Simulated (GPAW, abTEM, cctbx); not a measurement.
# Ba3HfO: the scripts behind a bonding study

Short scripts, each with its output. The cell comes from substitution in a known structure type and wasn't matched to any measured phase.

## 1. Build the all-electron density and subtract free atoms

```text
cell
1.0
     5.515346630    0.000000000    0.000000000
     0.000000000    5.515346630    0.000000000
     0.000000000    0.000000000    5.515346630
Hf Ba O
1 3 1
Direct
0.000000000 0.000000000 0.000000000
0.500000000 0.500000000 0.000000000
0.500000000 0.000000000 0.500000000
0.000000000 0.500000000 0.500000000
0.500000000 0.500000000 0.500000000
```

```python
import numpy as np
from ase.io import read
from ase.units import Bohr
from gpaw import GPAW, PW, FermiDirac
from gpaw.calculator import GPAW as OldGPAW
from gpaw.mpi import serial_comm, world
from scipy.special import erfc
from scipy.spatial import cKDTree

atoms = read("cell.vasp")
atoms.calc = GPAW(mode=PW(550), xc="PBE", kpts={"size": (4, 4, 4), "gamma": True},
                 occupations=FermiDirac(0.1), maxiter=120, symmetry={"tolerance": 1e-5}, txt="scf.txt")
atoms.get_potential_energy()
rho = atoms.calc.get_all_electron_density(gridrefinement=2)
moments = atoms.get_magnetic_moments() if atoms.calc.get_number_of_spins() == 2 else np.zeros(len(atoms))
total = atoms.get_magnetic_moment() if moments.any() else 0.0
if world.rank == 0:
    free = OldGPAW(mode=PW(550), xc="PBE", txt=None, communicator=serial_comm)
    neutral = atoms.copy()
    neutral.set_initial_magnetic_moments(None)
    free.initialize(neutral)
    free.set_positions(neutral)
    drho = rho - free.get_all_electron_density(gridrefinement=2)
    # GPAW starts from confined atoms: exchange their smooth part for that of the datasets' free atoms
    h = np.stack(np.meshgrid(*[np.fft.fftfreq(n, 1 / n) for n in drho.shape], indexing="ij"), -1)
    gabs = np.linalg.norm(h @ atoms.cell.reciprocal(), axis=-1)
    tails = np.fft.fftn(free.get_pseudo_density(gridrefinement=2))
    g, form, v0 = np.linspace(0, gabs.max(), 1500), {}, 0
    for e in set(atoms.symbols):
        idx = atoms.symbols.search(e)
        d = free.setups[idx[0]].data
        r, w = d.rgd.r_g * Bohr, d.rgd.r_g**2 * d.rgd.dr_g
        j0 = np.sinc(2 * g[:, None] * r)
        smooth = sum(f * p**2 for f, p in zip(d.f_j, d.phit_jg)) + np.sqrt(4 * np.pi) * d.nct_g
        full = sum(f * p**2 for f, p in zip(d.f_j, d.phi_jg)) + np.sqrt(4 * np.pi) * d.nc_g
        phase = sum(np.exp(-2j * np.pi * h @ s) for s in atoms.get_scaled_positions()[idx])
        tails -= np.interp(gabs, g, j0 @ (smooth * w)) * phase * drho.size / atoms.get_volume()
        form[e] = j0 @ (full * w)
        v0 += 2 * np.pi / 3 * 14.3996 * (full * w * r**2).sum() * len(idx)  # V A^3
    tails *= 0.5 * erfc((gabs - 1.8) / 0.25)  # the tails differ at long wavelengths alone
    drho += np.fft.ifftn(tails).real  # crystal minus superposed spherical free atoms
    np.save("drho.npy", drho)
    dv = atoms.get_volume() / drho.size
    print("grid", drho.shape, " electrons %.3f" % (rho.sum() * dv), " moved by bonding %.3f e" % (abs(drho).sum() * dv / 2))
    pts = np.indices(drho.shape).reshape(3, -1).T / drho.shape @ atoms.cell
    shifts = (np.indices((3, 3, 3)).reshape(3, -1).T - 1) @ atoms.cell
    images = (atoms.positions[None] + shifts[:, None]).reshape(-1, 3)
    dist, idx = cKDTree(images).query(pts, k=4)
    out = drho.ravel()[dist[:, 0] > 0.5]
    print("deformation density beyond 0.5 A of the nuclei: max %.3f, min %.3f e/A^3" % (out.max(), out.min()))
    tie = dist < dist[:, :1] + 1e-4
    q = -np.bincount((idx % len(atoms))[tie], (drho.ravel()[:, None] / tie.sum(1, keepdims=True) * tie)[tie], len(atoms)) * dv
    print("atom        x       y       z   Voronoi charge  moment")
    for a, s, c, m in zip(atoms, atoms.get_scaled_positions(), q, moments):
        print("%-2s%-3d %7.4f %7.4f %7.4f %10.3f %10.2f" % (a.symbol, a.index + 1, *s, c, m))
    np.savez("free.npz", g=g, **form)
    print("mean inner potential of superposed free atoms %.3f V" % (v0 / atoms.get_volume()))
    print("total magnetic moment %.3f muB" % total)
```

```console
$ OMP_NUM_THREADS=1 mpirun -n 4 gpaw python run.py > gpaw.log
```

```text
grid (60, 60, 60)  electrons 248.000  moved by bonding 0.988 e
deformation density beyond 0.5 A of the nuclei: max 0.151, min -0.046 e/A^3
atom        x       y       z   Voronoi charge  moment
Hf1    0.0000  0.0000  0.0000      0.165       0.00
Ba2    0.5000  0.5000  0.0000      0.101       0.00
Ba3    0.5000  0.0000  0.5000      0.101       0.00
Ba4    0.0000  0.5000  0.5000      0.101       0.00
O 5    0.5000  0.5000  0.5000     -0.469       0.00
mean inner potential of superposed free atoms 18.885 V
total magnetic moment 0.000 muB
```

Time: 19 s on 4 cores of Intel(R) Xeon(R) Platinum 8488C (Sapphire Rapids) (shared host), peak memory 0.82 GiB.

## 2. Fourier-transform the difference

```python
from cctbx import adptbx, crystal, miller, xray
from cctbx.eltbx import tiny_pse
import numpy as np

cs = crystal.symmetry(unit_cell=(5.5153, 5.5153, 5.5153, 90, 90, 90), space_group_symbol='Hall: -P 4 2 3')  # Pm-3m
atoms = [  # label, site, U (iso, or U11 U22 U33 U12 U13 U23 in A^2), occupancy
    ("Hf1", (0, 0, 0), 0.0000, 1),
    ("Ba1", (0.5, 0.5, 0), 0.0000, 1),
    ("O1", (0.5, 0.5, 0.5), 0.0000, 1),
]
xs = xray.structure(crystal_symmetry=cs)
for label, site, u, occ in atoms:
    u = adptbx.u_cif_as_u_star(cs.unit_cell(), u) if isinstance(u, tuple) else u
    xs.add_scatterer(xray.scatterer(label, site=site, u=u, occupancy=occ))
xs.scattering_type_registry(table="wk1995")
drho = np.load("drho.npy")
T = np.array([[1, 0, 0], [0, 1, 0], [0, 0, 1]])  # conventional axes in terms of the primitive ones
dF = np.fft.ifftn(drho) * 167.77160  # electrons a conventional cell, indexed by primitive hkl
ms = miller.build_set(cs, anomalous_flag=False, d_min=0.9).sort("resolution")
iam = ms.structure_factors_from_scatterers(xs, algorithm="direct").f_calc()
p1 = xs.expand_to_p1()
z = np.array([tiny_pse.table(sc.scattering_type).atomic_number() for sc in p1.scatterers()])
x = np.array(p1.sites_frac())
free = np.load("free.npz")
print("static structure factors of the conventional cell: F in electrons, V (Mott-Bethe) in volts")
print("   h  k  l      d  |F| table  |F| free   |F| DFT   change   |V| free  |V| DFT  change %")
for h, d, table in list(zip(ms.indices(), ms.d_spacings().data(), iam.data()))[:16]:
    df = dF[tuple(np.rint(np.linalg.solve(T, h)).astype(int))]
    phase = np.exp(2j * np.pi * x @ h)
    f = sum(np.interp(1 / d, free["g"], free[sc.scattering_type]) * p for sc, p in zip(p1.scatterers(), phase))
    fz = (z * phase).sum()
    c = 14.3996 * d * d / (np.pi * cs.unit_cell().volume())
    v0, v1 = abs(fz - f) * c, abs(fz - f - df) * c
    print("%4d%3d%3d %7.4f %9.3f %9.3f %9.3f %8.3f %9.3f %8.3f %8s" % (h + (d, abs(table), abs(f), abs(f + df), abs(f + df) - abs(f), v0, v1, "%.1f" % (100 * (v1 / v0 - 1)) if v0 > 0.02 else "-")))
```

```console
$ python run.py
```

```text
static structure factors of the conventional cell: F in electrons, V (Mott-Bethe) in volts
   h  k  l      d  |F| table  |F| free   |F| DFT   change   |V| free  |V| DFT  change %
   0  1  0  5.5153     9.295     9.223     8.756   -0.466     1.016    0.629    -38.1
   0  1  1  3.8999    23.386    23.308    23.562    0.254     0.287    0.182    -36.7
   1  1  1  3.1843   199.615   199.659   199.106   -0.553     8.959    9.112      1.7
   0  2  0  2.7576   205.482   205.409   205.780    0.372     8.849    8.772     -0.9
   0  2  1  2.4665    10.684    10.627    10.243   -0.384     0.437    0.373    -14.6
   1  2  1  2.2516    21.440    21.278    21.469    0.191     0.377    0.351     -7.0
   0  2  2  1.9500   184.922   184.868   184.867   -0.000     6.558    6.558      0.0
   1  2  2  1.8384    11.347    11.198    11.265    0.068     0.295    0.302      2.1
   0  3  0  1.8384    11.347    11.198    11.251    0.054     0.295    0.300      1.7
   0  3  1  1.7441    19.933    19.753    19.839    0.086     0.353    0.346     -2.0
   1  3  1  1.6629   165.628   165.594   165.507   -0.087     5.017    5.024      0.1
   2  2  2  1.5921   170.611   170.549   170.471   -0.078     5.364    5.369      0.1
   0  3  2  1.5297    11.356    11.231    11.280    0.048     0.207    0.210      1.5
   1  3  2  1.4740    18.519    18.400    18.420    0.019     0.332    0.331     -0.3
   0  4  0  1.3788   159.795   159.715   159.625   -0.090     4.586    4.590      0.1
   2  3  2  1.3377    11.078    10.995    11.035    0.040     0.146    0.148      1.3
```

Time: 0.35 s on 1 core of Intel(R) Xeon(R) Platinum 8488C (Sapphire Rapids) (shared host), peak memory 0.08 GiB.

## 3. Propagate a plane wave with and without the bonding term

```python
import abtem
import numpy as np
from ase.build import make_supercell
from ase.io import read

abtem.config.set({"dask.lazy": False, "fft": "fftw", "diagnostics.progress_bar": False})
M = [[0, 1, 0], [-1, 0, 0], [0, 0, 1]]  # rows: x, y and beam direction in the primitive cell's axes
unit = make_supercell(read("cell.vasp"), M)
unit.set_cell(list(unit.cell.lengths()) + [90, 90, 90], scale_atoms=True)
unit.positions[:, 2] += 0.6894  # keeps atomic planes off the slice boundaries
unit.wrap()
slab = unit * (2, 2, 72)
print(slab.get_chemical_formula(), "| box %.2f x %.2f x %.2f A" % tuple(slab.cell.lengths()))

# change of the potential by bonding, from the DFT deformation density (Poisson's equation term by term)
drho = np.load("drho.npy")
prim = read("cell.vasp")
h = np.stack(np.meshgrid(*[np.fft.fftfreq(n, 1 / n) for n in drho.shape], indexing="ij"), -1).reshape(-1, 3).astype(int)
g2 = ((h @ prim.cell.reciprocal()) ** 2).sum(1)
keep = (g2 > 0) & (g2 < 2.5**2)
shape = (158, 158, 32)
vg = np.zeros(shape, complex)
hm = h[keep] @ np.array(M).T
move = np.exp(-2j * np.pi * hm[:, 2] * (0.6894 / unit.cell[2, 2] - 0.5 / shape[2]))  # the same shift, sampled at mid-points
vg[tuple(hm.T % np.array(shape)[:, None])] = -14.3996 / np.pi * (np.fft.fftn(drho).ravel() / drho.size)[keep] / g2[keep] * move
dV = np.fft.ifftn(vg).real * vg.size
dV = dV.reshape(158, 158, 4, 8).mean(3) * unit.cell[2, 2] / 4  # V A, projected in each slice
dV = np.tile(dV.transpose(2, 0, 1), (72, 2, 2))


def build(atoms):
    p = abtem.Potential(atoms, gpts=(316, 316), slice_thickness=[slab.cell[2, 2] / 288] * 288,
                        parametrization="lobato", projection="infinite", exit_planes=24).build()
    p.array[:] += BONDING * dV
    return p


sigmas = {'Hf': 0.07, 'Ba': 0.073, 'O': 0.099}  # r.m.s. displacement along each axis, A
u = np.array([sigmas[s] for s in slab.symbols])[:, None]
rng = np.random.default_rng(861)


def potentials():
    for _ in range(3):  # frozen phonons, one configuration at a time
        atoms = slab.copy()
        atoms.positions += u * rng.standard_normal((len(atoms), 3))
        atoms.wrap()
        yield build(atoms)


for label, BONDING in (("IAM", 0.0), ("DFT", 1.0)):
    print("=====", label)
    rng = np.random.default_rng(861)  # the same displacements for both
    potential = build(slab)
    print("grid", potential.gpts, "slices", potential.num_slices)
    thickness = potential.exit_thicknesses
    wave = abtem.PlaneWave(energy=200000)
    dp = np.mean([wave.multislice(p).diffraction_patterns(max_angle="valid").array for p in potentials()], axis=0)
    hkl = [(0, 0, 0), (1, 0, 0), (1, 1, 0), (2, 0, 0), (2, 1, 0), (2, 2, 0), (3, 0, 0)]
    nx, ny = dp.shape[-2:]
    print("intensity of each beam, fraction of the incident wave")
    print("  t (A)" + "".join("%9s" % " ".join(map(str, h)) for h in hkl) + "  diffuse    total")
    grid = np.zeros((nx, ny), bool)
    grid[nx // 2 % 2::2, ny // 2 % 2::2] = True
    for t, a in list(zip(thickness, dp))[1:]:
        idx = [np.rint(np.array(M) @ np.linalg.solve([[1, 0, 0], [0, 1, 0], [0, 0, 1]], h)).astype(int) for h in hkl]
        print("%7.1f" % t + "".join("%9.5f" % a[nx // 2 + i[0] * 2, ny // 2 + i[1] * 2] for i in idx) + "%9.4f%9.4f" % (a[~grid].sum(), a.sum()))
```

```console
$ python run.py
```

```text
Ba864Hf288O288 | box 11.03 x 11.03 x 397.10 A
===== IAM
grid (316, 316) slices 288
intensity of each beam, fraction of the incident wave
  t (A)    0 0 0    1 0 0    1 1 0    2 0 0    2 1 0    2 2 0    3 0 0  diffuse    total
   33.1  0.72989  0.00009  0.00016  0.02021  0.00005  0.01176  0.00007   0.0312   0.9976
   66.2  0.68654  0.00084  0.00091  0.01240  0.00023  0.01093  0.00010   0.0823   0.9931
   99.3  0.76417  0.00309  0.00097  0.00445  0.00022  0.00459  0.00018   0.1021   0.9913
  132.4  0.69200  0.00209  0.00022  0.00798  0.00018  0.00782  0.00020   0.1137   0.9901
  165.5  0.63637  0.00538  0.00049  0.00572  0.00030  0.01024  0.00013   0.1346   0.9879
  198.6  0.62640  0.00781  0.00100  0.00257  0.00030  0.00917  0.00018   0.1541   0.9861
  231.6  0.61033  0.00886  0.00037  0.00190  0.00053  0.00809  0.00034   0.1682   0.9846
  264.7  0.55800  0.01265  0.00073  0.00163  0.00032  0.00934  0.00038   0.1819   0.9829
  297.8  0.54103  0.01510  0.00132  0.00106  0.00048  0.00773  0.00071   0.1984   0.9808
  330.9  0.52335  0.01814  0.00139  0.00119  0.00051  0.00627  0.00079   0.2095   0.9792
  364.0  0.48680  0.02059  0.00159  0.00252  0.00062  0.00579  0.00048   0.2219   0.9774
  397.1  0.46489  0.02306  0.00207  0.00325  0.00063  0.00406  0.00035   0.2347   0.9754
===== DFT
grid (316, 316) slices 288
intensity of each beam, fraction of the incident wave
  t (A)    0 0 0    1 0 0    1 1 0    2 0 0    2 1 0    2 2 0    3 0 0  diffuse    total
   33.1  0.73094  0.00003  0.00018  0.02010  0.00003  0.01182  0.00004   0.0312   0.9976
   66.2  0.68861  0.00032  0.00087  0.01261  0.00019  0.01105  0.00008   0.0823   0.9931
   99.3  0.77718  0.00116  0.00067  0.00409  0.00023  0.00431  0.00019   0.1019   0.9913
  132.4  0.70295  0.00047  0.00035  0.00803  0.00011  0.00806  0.00010   0.1130   0.9901
  165.5  0.65779  0.00158  0.00044  0.00536  0.00027  0.01025  0.00013   0.1338   0.9880
  198.6  0.65769  0.00261  0.00050  0.00259  0.00023  0.00912  0.00005   0.1525   0.9862
  231.6  0.64549  0.00243  0.00012  0.00193  0.00030  0.00853  0.00016   0.1658   0.9848
  264.7  0.60554  0.00396  0.00018  0.00171  0.00013  0.00953  0.00017   0.1791   0.9831
  297.8  0.59609  0.00462  0.00036  0.00147  0.00018  0.00829  0.00039   0.1945   0.9812
  330.9  0.58910  0.00556  0.00027  0.00159  0.00018  0.00686  0.00047   0.2051   0.9796
  364.0  0.56021  0.00641  0.00034  0.00321  0.00023  0.00659  0.00030   0.2166   0.9779
  397.1  0.54902  0.00714  0.00045  0.00402  0.00022  0.00476  0.00018   0.2289   0.9760
```

Time: 54 s.

## 4. Rock the beam across one reflection

```python
import abtem
import numpy as np
from ase.build import make_supercell
from ase.io import read

abtem.config.set({"dask.lazy": False, "fft": "fftw", "diagnostics.progress_bar": False})
M = [[0, 1, 0], [-1, 0, 0], [0, 0, 1]]  # rows: x, y and beam direction in the primitive cell's axes
unit = make_supercell(read("cell.vasp"), M)
unit.set_cell(list(unit.cell.lengths()) + [90, 90, 90], scale_atoms=True)
unit.positions[:, 2] += 0.6894  # keeps atomic planes off the slice boundaries
unit.wrap()
slab = unit * (1, 1, 128)
print(slab.get_chemical_formula(), "| box %.2f x %.2f x %.2f A" % tuple(slab.cell.lengths()))

# change of the potential by bonding, from the DFT deformation density (Poisson's equation term by term)
drho = np.load("drho.npy")
prim = read("cell.vasp")
h = np.stack(np.meshgrid(*[np.fft.fftfreq(n, 1 / n) for n in drho.shape], indexing="ij"), -1).reshape(-1, 3).astype(int)
g2 = ((h @ prim.cell.reciprocal()) ** 2).sum(1)
keep = (g2 > 0) & (g2 < 2.5**2)
shape = (123, 123, 32)
vg = np.zeros(shape, complex)
hm = h[keep] @ np.array(M).T
move = np.exp(-2j * np.pi * hm[:, 2] * (0.6894 / unit.cell[2, 2] - 0.5 / shape[2]))  # the same shift, sampled at mid-points
vg[tuple(hm.T % np.array(shape)[:, None])] = -14.3996 / np.pi * (np.fft.fftn(drho).ravel() / drho.size)[keep] / g2[keep] * move
dV = np.fft.ifftn(vg).real * vg.size
dV = dV.reshape(123, 123, 4, 8).mean(3) * unit.cell[2, 2] / 4  # V A, projected in each slice
dV = np.tile(dV.transpose(2, 0, 1), (128, 1, 1))


def build(atoms):
    p = abtem.Potential(atoms, gpts=(123, 123), slice_thickness=[slab.cell[2, 2] / 512] * 512,
                        parametrization="lobato", projection="infinite", exit_planes=128).build()
    p.array[:] += BONDING * dV
    return p


def potentials():
    yield build(slab)  # atoms at rest


for label, BONDING in (("IAM", 0.0), ("DFT", 1.0)):
    print("=====", label)
    potential = build(slab)
    print("grid", potential.gpts, "slices", potential.num_slices)
    thickness = potential.exit_thicknesses
    h = np.array(M) @ np.linalg.solve(np.array([[1, 0, 0], [0, 1, 0], [0, 0, 1]]), [2, 0, 0])
    ix, iy = round(h[0]) * 1, round(h[1]) * 1
    gxy = h[:2] / unit.cell.lengths()[:2]
    along = gxy / np.hypot(*gxy)
    across = np.array([-along[1], along[0]])
    bragg = 500 * abtem.PlaneWave(energy=200000).wavelength * np.hypot(*gxy)
    print("Bragg angle %.3f mrad; beam tilted 37 mrad off the zone axis across the row" % bragg)
    print("dark-field intensity of 2 0 0 against tilt along the row, in Bragg angles")
    print("  t (A)" + "".join("%8.2f" % s for s in [0.2, 0.4, 0.6, 0.8, 1.0, 1.2, 1.4, 1.6, 1.8, 2.0, 2.2, 2.4, 2.6]))
    rows = []
    row = [(n * ix, n * iy) for n in range(-8, 9)]
    for s in [0.2, 0.4, 0.6, 0.8, 1.0, 1.2, 1.4, 1.6, 1.8, 2.0, 2.2, 2.4, 2.6]:
        tilt = -s * bragg * along + 37 * across
        dp = abtem.PlaneWave(energy=200000, tilt=tuple(tilt)).multislice(potential).diffraction_patterns(max_angle="valid").array
        rows.append(dp[:, dp.shape[1] // 2 + ix, dp.shape[2] // 2 + iy])
        if s == 1.0:
            cx, cy = dp.shape[1] // 2, dp.shape[2] // 2
            share = sum(dp[:, cx + i, cy + j] for i, j in row if abs(i) < cx and abs(j) < cy) / dp.sum(axis=(1, 2))
            total = dp.sum(axis=(1, 2))
    for t, a in list(zip(thickness, np.array(rows).T))[1:]:
        print("%7.1f" % t + "".join("%8.4f" % v for v in a))
    print("at the Bragg tilt, share in the row:", share[1:].round(3).tolist(), "total:", total[1:].round(3).tolist())
```

```console
$ python run.py
```

```text
Ba384Hf128O128 | box 5.52 x 5.52 x 705.96 A
===== IAM
grid (123, 123) slices 512
Bragg angle 4.547 mrad; beam tilted 37 mrad off the zone axis across the row
dark-field intensity of 2 0 0 against tilt along the row, in Bragg angles
  t (A)    0.20    0.40    0.60    0.80    1.00    1.20    1.40    1.60    1.80    2.00    2.20    2.40    2.60
  176.5  0.3457  0.4063  0.4510  0.4759  0.4825  0.4759  0.4509  0.4061  0.3453  0.2802  0.2136  0.1598  0.1182
  353.0  0.0195  0.0535  0.1041  0.3118  0.4589  0.3113  0.1036  0.0532  0.0194  0.0046  0.0707  0.1388  0.1249
  529.5  0.1760  0.1716  0.3231  0.1814  0.0584  0.1811  0.3232  0.1720  0.1750  0.2113  0.0836  0.0572  0.0652
  706.0  0.0201  0.0473  0.1320  0.0343  0.2942  0.0341  0.1314  0.0478  0.0202  0.0142  0.1446  0.1108  0.0150
at the Bragg tilt, share in the row: [0.6570000052452087, 0.6299999952316284, 0.75, 0.5950000286102295] total: [0.9929999709129333, 0.9909999966621399, 0.984000027179718, 0.9750000238418579]
===== DFT
grid (123, 123) slices 512
Bragg angle 4.547 mrad; beam tilted 37 mrad off the zone axis across the row
dark-field intensity of 2 0 0 against tilt along the row, in Bragg angles
  t (A)    0.20    0.40    0.60    0.80    1.00    1.20    1.40    1.60    1.80    2.00    2.20    2.40    2.60
  176.5  0.3537  0.4155  0.4609  0.4861  0.4928  0.4861  0.4608  0.4152  0.3532  0.2866  0.2179  0.1622  0.1188
  353.0  0.0223  0.0589  0.1112  0.3270  0.4796  0.3266  0.1107  0.0586  0.0223  0.0027  0.0666  0.1393  0.1287
  529.5  0.1917  0.2000  0.3526  0.1804  0.0544  0.1802  0.3528  0.2002  0.1908  0.2362  0.0944  0.0582  0.0616
  706.0  0.0303  0.0440  0.1660  0.0463  0.3594  0.0461  0.1654  0.0443  0.0305  0.0064  0.1483  0.1294  0.0148
at the Bragg tilt, share in the row: [0.6700000166893005, 0.6579999923706055, 0.8050000071525574, 0.6660000085830688] total: [0.9929999709129333, 0.9909999966621399, 0.9850000143051147, 0.9769999980926514]
```

Time: 40 s.

[Outputs are excerpts: Python notices, other lines and further rows are left out; steps that failed or that the build refused (PBEsol, TPSS) are not shown.]

[Logs are printed without paths, hosts, clocks, repeated set-up lines and the standing remarks that a program may print on its own settings, such as how far it seeks lower states.]
